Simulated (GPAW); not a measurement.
# MnSi15 (Si32 Mn2 d4p50): parallel and opposed starts, part 2 of 2

A self-consistent run ends on one state, which hangs on the start. Several orders of MnSi15 (Si32 Mn2 d4p50) are started in GPAW and their energies compared.

GPAW 26.7.0; PBE with U = 4 eV on Mn d; plane waves with GPAW's PAW setups, scalar-relativistic.

So far. Step 2 (Start 1: ferro ++): After 34 cycles the largest moment stands at 3.85 μB.

### 3. Start 2: antiferro +-

Another pattern of signs weighs the neighbour shells otherwise.

The input, order2.py:

```python
import json
import numpy as np
from ase import Atoms
from ase.parallel import paropen, parprint
from gpaw import GPAW

atoms = Atoms(['Mn', 'Si', 'Si', 'Mn', 'Si', 'Si', 'Si', 'Si', 'Si', 'Si', 'Si', 'Si', 'Si', 'Si', 'Si', 'Si', 'Si', 'Si', 'Si', 'Si', 'Si', 'Si', 'Si', 'Si', 'Si', 'Si', 'Si', 'Si', 'Si', 'Si', 'Si', 'Si'],
    cell=[[10.862, 0.0, 0.0],
         [0.0, 10.862, 0.0],
         [0.0, 0.0, 5.431]],
    scaled_positions=[[0.0, 0.0, 0.0],
         [0.125, 0.125, 0.25],
         [0.0, 0.25, 0.5],
         [0.125, 0.375, 0.75],
         [0.25, 0.0, 0.5],
         [0.375, 0.125, 0.75],
         [0.25, 0.25, 0.0],
         [0.375, 0.375, 0.25],
         [0.0, 0.5, 0.0],
         [0.125, 0.625, 0.25],
         [0.0, 0.75, 0.5],
         [0.125, 0.875, 0.75],
         [0.25, 0.5, 0.5],
         [0.375, 0.625, 0.75],
         [0.25, 0.75, 0.0],
         [0.375, 0.875, 0.25],
         [0.5, 0.0, 0.0],
         [0.625, 0.125, 0.25],
         [0.5, 0.25, 0.5],
         [0.625, 0.375, 0.75],
         [0.75, 0.0, 0.5],
         [0.875, 0.125, 0.75],
         [0.75, 0.25, 0.0],
         [0.875, 0.375, 0.25],
         [0.5, 0.5, 0.0],
         [0.625, 0.625, 0.25],
         [0.5, 0.75, 0.5],
         [0.625, 0.875, 0.75],
         [0.75, 0.5, 0.5],
         [0.875, 0.625, 0.75],
         [0.75, 0.75, 0.0],
         [0.875, 0.875, 0.25]],
    pbc=True,
    magmoms=[4.5, 0.0, 0.0, -4.5, 0.0, 0.0, 0.0, 0.0, 0.0, 0.0, 0.0, 0.0, 0.0, 0.0, 0.0, 0.0, 0.0, 0.0, 0.0, 0.0, 0.0, 0.0, 0.0, 0.0, 0.0, 0.0, 0.0, 0.0, 0.0, 0.0, 0.0, 0.0])
atoms.calc = GPAW(mode={'name': 'pw', 'ecut': 450},
    xc='PBE',
    kpts={'size': (3, 3, 5), 'gamma': True},
    occupations={'name': 'fermi-dirac', 'width': 0.05},
    convergence={'density': 1e-05, 'energy': 1e-05},
    maxiter=200,
    mixer={'name': 'pulay', 'beta': 0.05, 'nmaxold': 6, 'weight': 50},
    setups={'Mn': ':d,4.0'},
    symmetry={'tolerance': 1e-4},
    txt='order2.txt')
e = atoms.get_potential_energy(force_consistent=True)
res = {'free_energy': e, 'energy_sigma0': atoms.get_potential_energy(), 'fermi_energy': atoms.calc.get_fermi_level()}
res['moments'] = atoms.get_magnetic_moments().tolist()
res['total'] = atoms.get_magnetic_moment()
parprint('site moments (muB):', np.round(res['moments'], 3))
parprint(f"total moment: {res['total']:.3f} muB")
parprint(f'free energy: {e:.6f} eV')
atoms.calc.write('order2.gpw')
with paropen('results.json', 'w') as f:
    json.dump(res, f)
```

Launch:

```console
$ OMP_NUM_THREADS=1 mpirun -n 4 gpaw python order2.py > order2.log
```

Numbers of over 12 decimals in the logs are rounded to 6 here.

What it wrote:

```text
site moments (muB): [ 3.93e+00 -7.80e-02  7.80e-02 -3.93e+00  6.00e-03 -2.00e-03  8.80e-02
 -1.00e-03  8.70e-02 -2.00e-03  2.00e-03 -8.70e-02  8.60e-02 -5.00e-03
  5.00e-03 -4.00e-03  1.00e-03 -4.00e-03  4.00e-03 -1.00e-03  1.00e-03
 -8.80e-02  2.00e-03 -6.00e-03 -3.00e-03 -6.00e-03  6.00e-03  3.00e-03
  4.00e-03 -5.00e-03  5.00e-03 -8.60e-02]
total moment: 0.000 muB
free energy: -172.845466 eV

--- order2.txt ---
Input parameters:
  mode=PW(ecut=450),
  convergence={'density': 1e-05, 'energy': 1e-05},
  kpts=MonkhorstPack(size=(3, 3, 5), gamma=True),
  maxiter=200,
  mixer=Pulay(name='pulay', nmaxold=6, beta=0.05, weight=50, sigma=0.015, g_ss=None),
  occupations=Occupations(name='fermi-dirac', width=0.05),
  setups={'Mn': ':d,4.0'},
  symmetry=Symmetry(tolerance=0.0001),
  xc=XC(name='PBE')

Diagonalizing LCAO Hamiltonian
Converting LCAO to pw mode
        .--------------------------.
       /|                          |
      / |                          |
     /  |  Si           Si         |
    /   |      Si            Si    |
   /  Si|           Si             |
  /    Mn        Si  Si        Si  |
 *      .--Si------------Si--------.
 |     / Si Si        Si Si       /
 | Si /      Si Si         Si    /
 |   Si Si    Si  Si Si    Si   /
 |  /Si            Si          /
 | /     Si            Si     /
 |/                          /
 Mn------------Si-----------*

Atoms  # Å, Bohr magnetons
|    | symbol |        x |        y |        z |    initial magnetic moments |
|----|--------|----------|----------|----------|-----------------------------|
|  0 |     Mn | 0.000000 | 0.000000 | 0.000000 | ( 0.0000,  0.0000,  4.5000) |
|  1 |     Si | 1.357750 | 1.357750 | 1.357750 | ( 0.0000,  0.0000,  0.0000) |
|  2 |     Si | 0.000000 | 2.715500 | 2.715500 | ( 0.0000,  0.0000,  0.0000) |
|  3 |     Mn | 1.357750 | 4.073250 | 4.073250 | ( 0.0000,  0.0000, -4.5000) |
|  4 |     Si | 2.715500 | 0.000000 | 2.715500 | ( 0.0000,  0.0000,  0.0000) |
|  5 |     Si | 4.073250 | 1.357750 | 4.073250 | ( 0.0000,  0.0000,  0.0000) |
|  6 |     Si | 2.715500 | 2.715500 | 0.000000 | ( 0.0000,  0.0000,  0.0000) |
|  7 |     Si | 4.073250 | 4.073250 | 1.357750 | ( 0.0000,  0.0000,  0.0000) |
|  8 |     Si | 0.000000 | 5.431000 | 0.000000 | ( 0.0000,  0.0000,  0.0000) |
|  9 |     Si | 1.357750 | 6.788750 | 1.357750 | ( 0.0000,  0.0000,  0.0000) |
| 10 |     Si | 0.000000 | 8.146500 | 2.715500 | ( 0.0000,  0.0000,  0.0000) |
| 11 |     Si | 1.357750 | 9.504250 | 4.073250 | ( 0.0000,  0.0000,  0.0000) |
| 12 |     Si | 2.715500 | 5.431000 | 2.715500 | ( 0.0000,  0.0000,  0.0000) |
| 13 |     Si | 4.073250 | 6.788750 | 4.073250 | ( 0.0000,  0.0000,  0.0000) |
[...]
| 24 |     Si | 5.431000 | 5.431000 | 0.000000 | ( 0.0000,  0.0000,  0.0000) |
| 25 |     Si | 6.788750 | 6.788750 | 1.357750 | ( 0.0000,  0.0000,  0.0000) |
| 26 |     Si | 5.431000 | 8.146500 | 2.715500 | ( 0.0000,  0.0000,  0.0000) |
| 27 |     Si | 6.788750 | 9.504250 | 4.073250 | ( 0.0000,  0.0000,  0.0000) |
| 28 |     Si | 8.146500 | 5.431000 | 2.715500 | ( 0.0000,  0.0000,  0.0000) |
| 29 |     Si | 9.504250 | 6.788750 | 4.073250 | ( 0.0000,  0.0000,  0.0000) |
| 30 |     Si | 8.146500 | 8.146500 | 0.000000 | ( 0.0000,  0.0000,  0.0000) |
| 31 |     Si | 9.504250 | 9.504250 | 1.357750 | ( 0.0000,  0.0000,  0.0000) |

Unit cell  # Å
| periodic |         x |         y |        z |   lengths |    angles |
|----------|-----------|-----------|----------|-----------|-----------|
|      yes | 10.862000 |  0.000000 | 0.000000 | 10.862000 | 90.000000 |
|      yes |  0.000000 | 10.862000 | 0.000000 | 10.862000 | 90.000000 |
|      yes |  0.000000 |  0.000000 | 5.431000 |  5.431000 | 90.000000 |

Number of symmetries: 1

BZ-sampling:
  Number of BZ points: 45
  Number of IBZ points: 23

  Monkhorst-Pack size: [3, 3, 5]
  Monkhorst-Pack shift: [0, 0, 0]

Plane wave coefficients: 13930
Cutoff: 450.000000 eV

Spin-components: 2 (collinear spins)
Bands:           94
Projectors:      162
Spin-degeneracy: 1
Datatype:        complex128

Parallelization:
  kpt:    4
  domain: 1
  band:   1

Density:
  Valence electrons: 150.0
  Components: 2
  Grid points: [54 54 27]
  Charge: 0.0  # |e|

Potential:
  Grid points: [54 54 27]

[... setups left out ...]
Reference energy: -299618.503652  # eV

eigensolver:
  PPCG
  Converge bands: occupied
  niter=2

density mixing:
  Pulay-Mixer
  Linear mixing parameters: 0.05
  Old densities: 6
  Fourier metric: weight=50, sigma=0.015

occupation numbers:
  Fermi-Dirac:
    width: 0.0500  # eV

poisson solver:
  ecut: 3600.000000  # eV

xc functional:
  name: PBE with 2 nearest neighbor stencil

convergence criteria:
- Maximum integral of absolute [dens]ity change: 1e-05 electrons / valence electron
- Maximum [total energy] change in last 3 cyles: 1e-05 eV / valence electron
- Maximum integral of absolute [eigenst]ate change: 4e-08 eV^2 / valence electron
maximum number of iterations: 200

SCF iterations
|iter     |      energy | eigst |  dens |  magmom |
|---------|-------------|-------|-------|---------|
|iter:   1|       0s | -173.381653 | +0.33 |       |  -0.0000|
|iter:   2|      50s | -173.607472 | -0.98 | -0.87 |  -0.0000|
|iter:   3|      98s | -173.099698 | -1.92 | -0.89 |  +0.0000|
|iter:   4|     143s | -172.871680 | -1.26 | -0.99 |  +0.0000|
|iter:   5|     189s | -172.747527 | -2.05 | -1.54 |  +0.0000|
|iter:   6|     233s | -172.851549 | -2.27 | -1.62 |  +0.0000|
|iter:   7|     278s | -172.803345 | -3.15 | -1.81 |  +0.0000|
|iter:   8|     324s | -172.810340 | -3.03 | -1.90 |  +0.0000|
|iter:   9|     371s | -172.808772 | -3.99 | -2.23 |  +0.0000|
|iter:  10|     418s | -172.809375 | -3.66 | -2.31 |  -0.0000|
[... 13 iterations left out ...]
|iter:  24|    1061s | -172.811415c| -6.86 | -3.93 |  +0.0000|
|iter:  25|    1083s | -172.811416c| -7.48c| -4.15 |  +0.0000|
|iter:  26|    1128s | -172.811418c| -7.16 | -4.25 |  +0.0000|
|iter:  27|    1150s | -172.811418c| -7.94c| -4.49 |  +0.0000|
|iter:  28|    1172s | -172.811417c| -8.08c| -4.49 |  +0.0000|
|iter:  29|    1193s | -172.811418c| -8.00c| -4.51 |  +0.0000|
|iter:  30|    1215s | -172.811418c| -8.33c| -4.66 |  +0.0000|
|iter:  31|    1236s | -172.811418c| -8.49c| -4.74 |  +0.0000|
|iter:  32|    1259s | -172.811419c| -8.34c| -4.84 |  +0.0000|
|iter:  33|    1282s | -172.811419c| -8.58c| -5.09c|  +0.0000|

Converged in 33 steps
Energy contributions relative to reference atoms: (reference = -299618.503652)

Energy contributions:
  Kinetic:         280.463772
  Coulomb:        -242.973121
  Zero:             -0.128003
  External:          0.000000
  Xc:             -210.140020
  Entropy:          -0.068094
  Spinorbit:         0.000000
  ----------------------------
  Free energy:    -172.845466
  Extrapolated:   -172.811419

dipole moment: (-95.465124, -95.253765, -94.860403)  # |e|*Ang

Total magnetic moment: (0.000000, 0.000000, 0.000000)

Local magnetic moments
|        x |        y |         z |
|----------|----------|-----------|
| 0.000000 | 0.000000 |  3.929538 |  # Mn   0
| 0.000000 | 0.000000 | -0.078163 |  # Si   1
| 0.000000 | 0.000000 |  0.078163 |  # Si   2
| 0.000000 | 0.000000 | -3.929539 |  # Mn   3
| 0.000000 | 0.000000 |  0.005565 |  # Si   4
| 0.000000 | 0.000000 | -0.001980 |  # Si   5
| 0.000000 | 0.000000 |  0.087561 |  # Si   6
| 0.000000 | 0.000000 | -0.001365 |  # Si   7
| 0.000000 | 0.000000 |  0.087114 |  # Si   8
| 0.000000 | 0.000000 | -0.002289 |  # Si   9
| 0.000000 | 0.000000 |  0.002289 |  # Si  10
| 0.000000 | 0.000000 | -0.087114 |  # Si  11
[...]
| 0.000000 | 0.000000 | -0.003228 |  # Si  24
| 0.000000 | 0.000000 | -0.005960 |  # Si  25
| 0.000000 | 0.000000 |  0.005960 |  # Si  26
| 0.000000 | 0.000000 |  0.003228 |  # Si  27
| 0.000000 | 0.000000 |  0.003888 |  # Si  28
| 0.000000 | 0.000000 | -0.005152 |  # Si  29
| 0.000000 | 0.000000 |  0.004743 |  # Si  30
| 0.000000 | 0.000000 | -0.085572 |  # Si  31

Fermi level: 5.272
Eigenvalues  # (at kpt = [0.000, 0.000, 0.000])
| band index |      eig [eV] | occ [0-1] |      eig [eV] | occ [0-1] |
|------------|---------------|-----------|---------------|-----------|
|          0 |       -76.072 |     1.000 |       -76.072 |     1.000 |
|        ... |               |           |               |           |
|         66 |         3.554 |     1.000 |         3.554 |     1.000 |
|         67 |         3.806 |     1.000 |         3.806 |     1.000 |
|         68 |         3.938 |     1.000 |         3.938 |     1.000 |
|         69 |         3.954 |     1.000 |         3.954 |     1.000 |
|         70 |         4.169 |     1.000 |         4.169 |     1.000 |
|         71 |         4.393 |     1.000 |         4.393 |     1.000 |
|         72 |         4.591 |     1.000 |         4.591 |     1.000 |
|         73 |         4.683 |     1.000 |         4.683 |     1.000 |
|         74 |         5.602 |     0.001 |         5.602 |     0.001 |
|         75 |         5.731 |     0.000 |         5.731 |     0.000 |
|         76 |         5.773 |     0.000 |         5.773 |     0.000 |
|         77 |         5.894 |     0.000 |         5.894 |     0.000 |
|         78 |         5.932 |     0.000 |         5.932 |     0.000 |
|         79 |         6.116 |     0.000 |         6.116 |     0.000 |
|         80 |         6.212 |     0.000 |         6.212 |     0.000 |
|         81 |         6.248 |     0.000 |         6.248 |     0.000 |
|        ... |               |           |               |           |
|         93 |         7.923 |     0.000 |         7.923 |     0.000 |

No gap
No difference between direct/indirect transitions
```

The job ended after 23 min (4 MPI ranks of Arm Neoverse V1, shared host; peak memory 2.8 GiB; 1.5 h of CPU time).

Spin moment in the augmentation sphere by element, in μB:

```tsv
element	atoms	mean	spread (r.m.s.)	least	largest
Mn	2	0.00	3.93	-3.93	3.93
Si	30	0.00	0.04	-0.09	0.09
```

The atoms farthest from the mean of their element:

```tsv
atom	x, y, z (Å)	spin moment in the augmentation sphere (μB)
Mn1	0.00, 0.00, 0.00	3.93
Mn4	1.36, 4.07, 4.07	-3.93
Si7	2.72, 2.72, 0.00	0.09
Si22	9.50, 1.36, 4.07	-0.09
Si12	1.36, 9.50, 4.07	-0.09
Si9	0.00, 5.43, 0.00	0.09
Si32	9.50, 9.50, 1.36	-0.09
Si13	2.72, 5.43, 2.72	0.09
```

Numbers from this step:

```
magnetization : 0 μB
final state   : antiferromagnetic
```

It lies 41.2 meV a seeded atom over the first start, and its largest moment is 3.93 μB against 3.85 μB.

### 4. Energies of the orders

These are free energies at a smearing of 0.05 eV, so its entropy term is in the differences. They are divided by the number of seeded atoms, so that cells of unlike size compare.

Orders:

```tsv
start	final state	typed order kept	energy over the lowest (meV a seeded atom)	largest site moment (μB)	net moment (μB a primitive cell)	mesh matched	CPU time (s)
ferro ++	ferromagnetic	yes	0	3.848	6.139	yes	5647
antiferro +-	antiferromagnetic	yes	41.18	3.93	0	yes	5442
```

### 5. What came out

* lowest state found: ferromagnetic (typed ferro ++)
* largest site moment: 3.85 μB
* next state: antiferromagnetic, 41.2 meV a seeded atom higher

What this shows: The lowest state found is ferromagnetic, reached from the start ferro ++, with moments up to 3.85 μB. The next state costs 41 meV a seeded atom. This is the lowest of 2 finished starts, no proof of the ground state. The net moment is no whole number, as in a metal, where a U can create or inflate moments that the crystal lacks.

[Logs and program files are shortened in this print: banners, set-up blocks, solver, clock and traceback lines can be left out without a mark of their own.]

[Logs are printed without paths, hosts, clocks, repeated set-up lines and the standing remarks that a program may print on its own settings, such as how far it seeks lower states.]

[Hosts, paths, dates, database ids (printed as entryN), source tags and the programs' standing remarks are cut or masked in the printed files.]

[Where a cell is said to come from a database of computed structures, the database is the Materials Project.]
